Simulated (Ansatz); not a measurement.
# Tetragonal ZnSe monolayer in a perpendicular field, part 2 of 2

What dipole does a perpendicular field induce in the tetragonal ZnSe monolayer, and does the gap follow? A positive field points along +c.

Ansatz 0.2.0; plane-wave DFT, PBE-D3(BJ), Ansatz PAW (set soft_1); PAW set soft_1.

So far, gap on the k-mesh (eV): step 2 (relaxing the slab) 2.33.

## 3. Atoms held, field 0

A sawtooth potential applies the field, turning back in the middle of the vacuum. With the dipole correction the typed value is the field outside the slab. The induced dipole is small, so the SCF threshold is tight.

The cell differs from the one that the last finished run ended in (c 36.386 → 21.029 Å).

File input.yaml:

```yaml
crystal:
  lattice:
    - [4.0243324429, 0.0, 0.0]
    - [0.0, 4.0243324429, 0.0]
    - [0.0, 0.0, 21.0289418834]
  atoms:
    - { symbol: Se, position: [0.5, 0.0, 0.4279815908] }
    - { symbol: Zn, position: [0.0, 0.0, 0.5] }
    - { symbol: Zn, position: [0.5, 0.5, 0.5] }
    - { symbol: Se, position: [0.0, 0.5, 0.5720184092] }
kpoints:
  mp_grid: { grid: [12, 12, 1] }
  band_path:
    path: [[0, 0, 0], [0.5, 0, 0], [0.5, 0.5, 0], [0, 0, 0]]
    npoints: 16
hamiltonian:
  xc: pbe
  dispersion: d3bj
  pseudopotentials: { kind: paw, azcp: { folder: soft_1 } }
scf:
  occupations: { method: fermi_dirac, width: 0.02585 }
  convergence: { dr2_threshold: 1.0e-10 }
efield:
  axis: 3
  dipole_correction: true
  ramp_position: 0.97
  ramp_width: 0.06
  amplitude: 0
output:
  dos: { projected: true, e_range: [-6, 5] }
  write_potential: true
  write_density: true
  volumetric_format: npy
  elf: true
```

Run with:

```sh
$ ansatz run input.yaml --threads 2 --pin off --max-ram 3072MiB --backend cpu --events-out ev --progress --plain --runs-dir out
```

Numbers of over 12 decimals in the logs are rounded to 6 here.

The program printed:

```text
[...]
Crystal: 4 atoms, lattice volume = 340.569 Å³
Basis set: ecut = 420 eV, 6671 PW (Γ)
Bands: 34, of which v1, the nominal top of the filled ones, is band 28 counted from 1 (27 counted from 0)
Symmetry: 8 space group operations
k-points: 28 of 144
[...]
SCF iter   1: F=—  HF=-17579.956610 eV  |F-HF|=—  |Δ(HF+E_count)|=         —  Δρ=1.98e-2  dr2=2.42e0  ethr=3.10e-3  p=0.000 e·Å  D=2.27e-14 V/Å  ΔV_dip=-0.00 eV  dr2_dipole=1.50e-10  V_vac-E_F(+/−)=4.86/4.86 eV  ⟨swp⟩=10.9  Hψ=5152  notcnv=0
efield: sawtooth ramp at fractional position 0.9700 (set: `efield.ramp_position`, or a place that a band, a saddle search or an elastic batch's reference lends), width 0.0600; the density the first Hamiltonian is built on has a dipole p = 0.000 e·Å; the dipole correction subtracts the counter field D = 2.27e-14 V/Å, which shifts the + side's vacuum level by -0.00 eV against the − side's; the planar-averaged density in the ramp window peaks in size at 1.3e-5 e/Å³
[...]
SCF iter   2: F=—  HF=-17579.389260 eV  |F-HF|=—  |Δ(HF+E_count)|=   5.67e-1  Δρ=1.29e-2  dr2=2.80e-1  ethr=3.10e-3  p=-0.000 e·Å  D=-2.28e-6 V/Å  ΔV_dip=0.00 eV  dr2_dipole=1.62e-10  V_vac-E_F(+/−)=5.11/5.11 eV  ⟨swp⟩=3.0  Hψ=1852  notcnv=0  defer=52
[...]
SCF iter  13: F=-17579.308966 eV  HF=-17579.308966 eV  |F-HF|=1.46e-11  |Δ(HF+E_count)|=  2.91e-11  Δρ=3.99e-8  dr2=5.57e-12  ethr=1.00e-12  p=0.000 e·Å  D=6.37e-8 V/Å  ΔV_dip=-0.00 eV  dr2_dipole=2.76e-13  V_vac-E_F(+/−)=4.71/4.71 eV  ⟨swp⟩=2.1  Hψ=1851  notcnv=0
SCF 1 converged in 13 iterations: F = -17579.308966 eV  dr2 = 5.57e-12
[...]
NSCF: frozen V_eff on 49 k-points
efield: sawtooth ramp at fractional position 0.9700 (kept from the solve that this one continues, or follows in the run), width 0.0600; the density the first Hamiltonian is built on has a dipole p = 0.000 e·Å; the dipole correction subtracts the counter field D = 6.37e-8 V/Å, which shifts the + side's vacuum level by -0.00 eV against the − side's; the planar-averaged density in the ramp window peaks in size at 1.3e-5 e/Å³
[...]
SCF converged after 13 iterations
Free energy (F): -17579.308966 eV
[...]
Internal energy: -17579.308966 eV  (E = F + TS)
E sigma→0 (E₀):  -17579.308966 eV
Fermi energy:    -1.437259 eV
Dipole field:    D = -0.000000 V/Å  (p = -0.000001 e·Å, saw-weighted, corrected)
Work function:   Φ+ = 4.7055 eV   Φ− = 4.7055 eV
Levels:          The Fermi level and band energies are counted from a zero that moves with the ramp; work functions are not
[...]
--- Band table (eV; the first three rows and the last of 28) ---
  k-point 0: bands = [... 24 lower, -4.5945, -3.2600, -2.6286, -2.6286, -0.2940, 0.0070, 0.6728, 2.9119, ... 2 higher]
  k-point 1: bands = [... 24 lower, -4.5364, -3.2390, -2.8463, -2.6352, -0.0915, 0.1876, 0.9174, 2.8310, ... 2 higher]
  k-point 2: bands = [... 24 lower, -4.3713, -3.2915, -3.2339, -2.6598, 0.1281, 0.5343, 1.7568, 2.6551, ... 2 higher]
  k-point 27: bands = [... 24 lower, -4.9222, -4.9222, -4.9043, -4.9043, 1.3575, 1.3575, 1.5794, 1.5794, ... 2 higher]
```

Run time: 39 s. Hardware: 2 threads of Arm Neoverse V1, shared host; peak memory 0.71 GiB; 77 s of CPU time.

The column dr2 measures how far the density is from self-consistency, as an energy; F and HF (Harris–Foulkes) agree once it is small.

This step gave:

| Item | Value |
| --- | --- |
| gap on the k-mesh | 2.335 eV |
| dipole along the normal | -8.99e-7 e·Å |
| gap along the path | 2.335 eV |
| smallest direct gap along the path | 2.335 eV |
| ionisation energy, upper face | 5.897 eV |
| electron affinity, upper face | 3.562 eV |
| gap, the smaller of path and mesh | 2.335 eV |

Running mean over a fixed 2.8 Å (it still follows the layers) of the planar mean; the ramp of the sawtooth is left out. The electron's electrostatic potential energy less the Fermi level by z:

z (Å), electron's electrostatic potential energy less the Fermi level (eV) and a bar from the least value:
```
      3.0       4.71 ##############################
      3.5       4.71 ##############################
      4.0       4.71 ##############################
      4.5       4.71 ##############################
      5.0       4.70 ##############################
      5.5       4.70 ##############################
      6.0       4.67 ##############################
      6.5       4.56 ##############################
      7.0       4.09 ############################
      7.5       3.20 ##########################
      8.0       2.15 #######################
      8.5       0.63 ###################
      9.0      -2.10 ############
      9.5      -5.20 ####
     10.0      -6.54 #
     10.5      -6.84 
     11.0      -6.57 #
     11.5      -5.32 ####
     12.0      -2.29 ############
     12.5       0.51 ###################
     13.0       2.08 #######################
     13.5       3.15 ##########################
     14.0       4.05 ############################
     14.5       4.55 ##############################
     15.0       4.67 ##############################
     15.5       4.70 ##############################
     16.0       4.70 ##############################
     16.5       4.71 ##############################
     17.0       4.71 ##############################
     17.5       4.71 ##############################
     18.0       4.71 ##############################
```

The density of states has structure finer than the step of the table below, so its rows give means over 0.25 eV, whole bins alone (the curve runs from -6 to 3.13 eV). Peaks (eV: height): -5.390: 9.16, -5.260: 8.19, -2.470: 5.76, -1.810: 7.55, 3.070: 7.33.

Density of states against energy, zero at the Fermi level of the run, which the smearing sets inside the gap; means over each step:

```tsv
energy (eV)	density of states (states/eV a cell)
-5.75	2.33
-5.50	4.70
-5.25	5.87
-5.00	1.06
-4.75	0.669
-4.50	0.436
-4.25	0.411
-4.00	1.24
-3.75	1.60
-3.50	1.82
-3.25	2.50
-3.00	2.68
-2.75	3.32
-2.50	5.12
-2.25	3.94
-2.00	4.19
-1.75	3.31
-1.50	1.81
-1.25	1.07
-1.00	0
-0.75	0
-0.50	0
-0.25	0
0.00	0
0.25	0
0.50	0
0.75	0
1.00	0
1.25	0.130
1.50	0.474
1.75	1.20
2.00	1.64
2.25	2.15
2.50	2.35
2.75	2.99
3.00	5.24
```

Projected DOS per atom over height of the atomic layer and energy from the Fermi level. Layers: Se Zn2 Se from below.

Ten even steps from '_' (0.00 states/eV) to '@' (2.20 states/eV), each cell a mean:
```
------
..::..
..::..
__..__
______
______
______
______
______
______
..__..
==__==
%%__%%
@@__@@
++__++
==__==
--__--
..__..
______
..__..
##==##
::..::
```
Columns: height of the atomic layer (Å) from 9 to 12.0; rows upwards: energy from the Fermi level (eV) from -5.96 to 3.13.

The electronic bands at the labelled points (eV, zero at the Fermi level of the run, which the smearing sets inside the gap):

```tsv
point	band 25	band 26	band 27	band 28	band 29	band 30	band 31	band 32
Γ	-3.16	-1.82	-1.19	-1.19	1.14	1.44	2.11	4.35
halfway	-2.69	-2.25	-1.85	-1.28	1.66	2.25	3.76	4.63
X	-2.36	-2.36	-1.79	-1.79	2.06	2.06	4.59	4.59
halfway	-3.19	-3.19	-2.62	-2.62	3.07	3.07	3.35	3.35
M	-3.48	-3.48	-3.47	-3.47	2.79	2.79	3.02	3.02
halfway	-4.12	-2.48	-2.34	-1.99	3.11	3.22	3.56	3.93
Γ	-3.16	-1.82	-1.19	-1.19	1.14	1.44	2.11	4.35
```

Valence density in the ca plane at fractional y = 0.000, with atoms of Se and Zn within 0.2 Å of it. It is the smooth field of the valence electrons, not physical close to the nuclei.

Values in e/Å³, 6 rows by 16 columns, each cell a mean:
```
 0  0  0  0  0  0  0  0  4  4  0  0  0  0  0  0
 0  0  0  0  0  0  0  1  0  0  0  0  0  0  0  0
 0  0  0  0  0  0  1 18  1  0  0  0  0  0  0  0
 0  0  0  0  0  0  1  9  1  0  0  0  0  0  0  0
 0  0  0  0  0  0  0  0  1  0  0  0  0  0  0  0
 0  0  0  0  0  0  0  0  8  7  0  0  0  0  0  0
```
Columns run along c (16.0 Å, from fractional 0.08 to 0.84 of the cell), rows up along a (4.0 Å). Atoms in or near the plane, at fractional coordinates: Se at (0.43, 0.50), Zn at (0.50, 0.00).

Electrostatic potential energy in the ca plane at fractional y = 0.000, with atoms of Se and Zn within 0.2 Å of it. With pseudopotentials it is smooth inside the atoms' cores, unlike the true potential.

Ten even steps from '0' (-26 eV) to '9' (3 eV), each cell a mean:
```
99999999999999999999972000068999999999999999
99999999999999999998886100479999999999999999
99999999999999999986556656789999999999999999
99999999999999999852324788899999999999999999
99999999999999999726962689999999999999999999
99999999999999999727982589999999999999999999
99999999999999999833632688999999999999999999
99999999999999999973235777899999999999999999
99999999999999999998777422689999999999999999
99999999999999999999884000178999999999999999
99999999999999999999971000058999999999999999
```
Columns run along c (16.0 Å, from fractional 0.08 to 0.84 of the cell; values clipped at the 3rd and 97th percentile), rows up along a (4.0 Å). Atoms in or near the plane, at fractional coordinates: Se at (0.43, 0.50), Zn at (0.50, 0.00).

ELF in the ca plane at fractional y = 0.000, with atoms of Se and Zn within 0.2 Å of it. It is the smooth field of the valence electrons, not physical close to the nuclei.

Ten even steps from '0' (0.00) to '9' (0.86), each cell a mean:
```
00000000000000000011221000111000000000000000
00000000000000012456652111111000000000000000
00000000000000135789886321110000000000000000
00000000000001258998788632100000000000000000
00000000000001368996247742000000000000000000
00000000000001369995136742000000000000000000
00000000000001368998567742100000000000000000
00000000000000247899887521110000000000000000
00000000000000024678874211111000000000000000
00000000000000000123431000111000000000000000
00000000000000000000111000111000000000000000
```
Columns run along c (16.0 Å, from fractional 0.08 to 0.84 of the cell), rows up along a (4.0 Å). Atoms in or near the plane, at fractional coordinates: Se at (0.43, 0.50), Zn at (0.50, 0.00).

The gap is 2.33 eV, with the valence edge 5.90 eV and the conduction edge 3.56 eV under the upper vacuum level.

## 4. Atoms held, field 0.1 V/Å

Edit input.yaml of step 3 so:

```diff
@@ -25,7 +25,6 @@
   dipole_correction: true
-  ramp_position: 0.97
-  ramp_width: 0.06
-  amplitude: 0
+  ramp_position: 0.9477
+  ramp_width: 0.1046
+  amplitude: 0.1
 output:
-  dos: { projected: true, e_range: [-6, 5] }
   write_potential: true
@@ -33,2 +32 @@
   volumetric_format: npy
-  elf: true
```

The program printed:

```text
[...]
Crystal: 4 atoms, lattice volume = 340.569 Å³
Basis set: ecut = 420 eV, 6671 PW (Γ)
Bands: 34, of which v1, the nominal top of the filled ones, is band 28 counted from 1 (27 counted from 0)
Symmetry: 8 space group operations
k-points: 28 of 144
[...]
k-point 0: bands = [... 24 lower, -4.5951, -3.2607, -2.6291, -2.6291, -0.2946, 0.0054, 0.6725, 2.6924, ... 2 higher]
  k-point 1: bands = [... 24 lower, -4.5370, -3.2396, -2.8468, -2.6357, -0.0920, 0.1860, 0.9170, 2.6915, ... 2 higher]
  k-point 2: bands = [... 24 lower, -4.3718, -3.2926, -3.2339, -2.6603, 0.1273, 0.5329, 1.7563, 2.6127, ... 2 higher]
  k-point 27: bands = [... 24 lower, -4.9364, -4.9091, -4.9047, -4.9047, 1.3568, 1.3569, 1.5786, 1.5786, ... 2 higher]
[key lines of the parts left out:]
SCF converged after 12 iterations
Free energy (F): -17579.311121 eV
Fermi energy:    -1.437774 eV
Dipole field:    D = 0.022902 V/Å  (p = 0.043105 e·Å, saw-weighted, corrected)
```

Elapsed: 37 s, on 2 threads; peak memory 0.67 GiB; 73 s of CPU time.

The dipole is 0.0431 e·Å, and the gap 2.335 eV.

## 5. Atoms held, field -0.1 V/Å

Edit input.yaml of step 4 so:

```diff
@@ -27,3 +27,3 @@
   ramp_width: 0.1046
-  amplitude: 0.1
+  amplitude: -0.1
 output:
```

The program printed:

```text
[...]
Crystal: 4 atoms, lattice volume = 340.569 Å³
Basis set: ecut = 420 eV, 6671 PW (Γ)
Bands: 34, of which v1, the nominal top of the filled ones, is band 28 counted from 1 (27 counted from 0)
Symmetry: 8 space group operations
k-points: 28 of 144
[...]
k-point 0: bands = [... 24 lower, -4.5951, -3.2607, -2.6291, -2.6291, -0.2946, 0.0054, 0.6725, 2.6924, ... 2 higher]
  k-point 1: bands = [... 24 lower, -4.5370, -3.2396, -2.8468, -2.6357, -0.0920, 0.1860, 0.9170, 2.6915, ... 2 higher]
  k-point 2: bands = [... 24 lower, -4.3718, -3.2926, -3.2339, -2.6603, 0.1273, 0.5329, 1.7563, 2.6127, ... 2 higher]
  k-point 27: bands = [... 24 lower, -4.9364, -4.9091, -4.9047, -4.9047, 1.3568, 1.3569, 1.5786, 1.5786, ... 2 higher]
[key lines of the parts left out:]
SCF converged after 12 iterations
Free energy (F): -17579.311121 eV
Fermi energy:    -1.437774 eV
Dipole field:    D = -0.022903 V/Å  (p = -0.043105 e·Å, saw-weighted, corrected)
```

It took 37 s on 2 threads; peak memory 0.66 GiB; 73 s of CPU time.

The dipole is -0.0431 e·Å, and the gap 2.335 eV.

## 6. Response, atoms held

This step: plane-wave DFT, PBE-D3(BJ), Ansatz PAW (set soft_1); response to a field along the normal, atoms held; PAW set soft_1 (Ansatz 0.2.0).

The dipoles give the slope, and the difference of two potentials shows where the field is screened.

Numbers from this step:

| Quantity | Value |
| --- | --- |
| equivalent conductor thickness p/(ε₀AE) | 4.816 Å |
| distance between the outer atoms | 3.029 Å |

Dipole of the cell against applied field:

```tsv
applied field (V/Å)	dipole of the cell (e·Å)
-0.1000	-0.0431
0.0000	-9.0e-7
0.1000	0.0431
```

Local field over the applied field, running mean. From the potentials at -0.1 and 0.1 V/Å; running mean over 2.5 Å. Local field over applied field against z:

```tsv
z (Å)	local field over applied field
4.09	1.000
4.53	0.999
4.97	0.997
5.40	0.992
5.84	0.979
6.28	0.950
6.72	0.890
7.16	0.787
7.59	0.653
8.03	0.504
8.47	0.357
8.91	0.230
9.35	0.144
9.78	0.0993
10.22	0.0778
10.81	0.0778
11.24	0.0993
11.68	0.144
12.12	0.230
12.56	0.357
13.00	0.504
13.44	0.653
13.87	0.787
14.31	0.890
14.75	0.950
15.19	0.979
15.63	0.992
16.06	0.997
16.50	0.999
16.94	1.000
```

Electrons, planar mean, per unit field. The induced electron density by z:

```tsv
z (Å)	induced electron density (e/Å³ per V/Å)
4.09	1.7e-6
4.53	4.7e-6
4.97	1.3e-5
5.40	3.6e-5
5.84	9.5e-5
6.28	2.4e-4
6.72	5.8e-4
7.16	0.00128
7.59	0.00245
8.03	0.00330
8.47	0.00219
8.91	0.00118
9.35	6.0e-4
9.78	-1.9e-4
10.22	-4.7e-4
10.81	4.7e-4
11.24	1.9e-4
11.68	-6.0e-4
12.12	-0.00118
12.56	-0.00219
13.00	-0.00330
13.44	-0.00245
13.87	-0.00128
14.31	-5.8e-4
14.75	-2.4e-4
15.19	-9.5e-5
15.63	-3.6e-5
16.06	-1.3e-5
16.50	-4.7e-6
16.94	-1.7e-6
```

The smaller of the gaps on the path and on the k-mesh, counted as 0 under 0.03 eV. The gap stays at 2.33 eV for applied field from -0.1 to 0.1 V/Å.

By hand: between -0.1 and 0.1 V/Å the dipole changes by 0.08621 e·Å, a slope of 0.4310 e·Å²/V. A perfect conductor of thickness t has p = ε₀AEt, so t = 180.95 × 0.4310 / 16.195 = 4.82 Å (e/ε₀ = 180.95 V·Å, A in Å²).

The induced dipole is that of a conductor 4.82 Å thick.

## 7. Results

| Property | Result |
| --- | --- |
| gap without field | 2.33 eV |
| ionisation energy, upper face | 5.90 eV |
| electron affinity, upper face | 3.56 eV |
| equivalent conductor thickness, atoms held | 4.82 Å |

**Reading.** The induced dipole equals that of a perfect conductor 4.82 Å thick, while the outer atoms lie 3.03 Å apart; an out-of-plane ε follows only once a thickness t is chosen, by 1 − 1/ε = 4.82 Å / t. The gap stays within 0.01 eV of 2.33 eV over the fields run, up to 0.1 V/Å in size. Semilocal functionals give gaps that are too small, and excitons are not included. Spin-orbit coupling is left out.

[Logs are printed without paths, hosts, clocks, repeated set-up lines and the standing remarks that a program may print on its own settings, such as how far it seeks lower states.]

[Hosts, paths, dates, database ids (printed as entryN), source tags and the programs' standing remarks are cut or masked in the printed files.]

[Maps of the electrostatic potential energy from Ansatz leave out the sawtooth potential of an applied field or a dipole correction, so their vacuum need not be flat; planar profiles and work functions include it.]

[The density of states shown here was stored with 400 of the rows of the run's finer table, so its peaks can read low, often by over a quarter, or be missed, and its means over a window can be off by a tenth or more.]
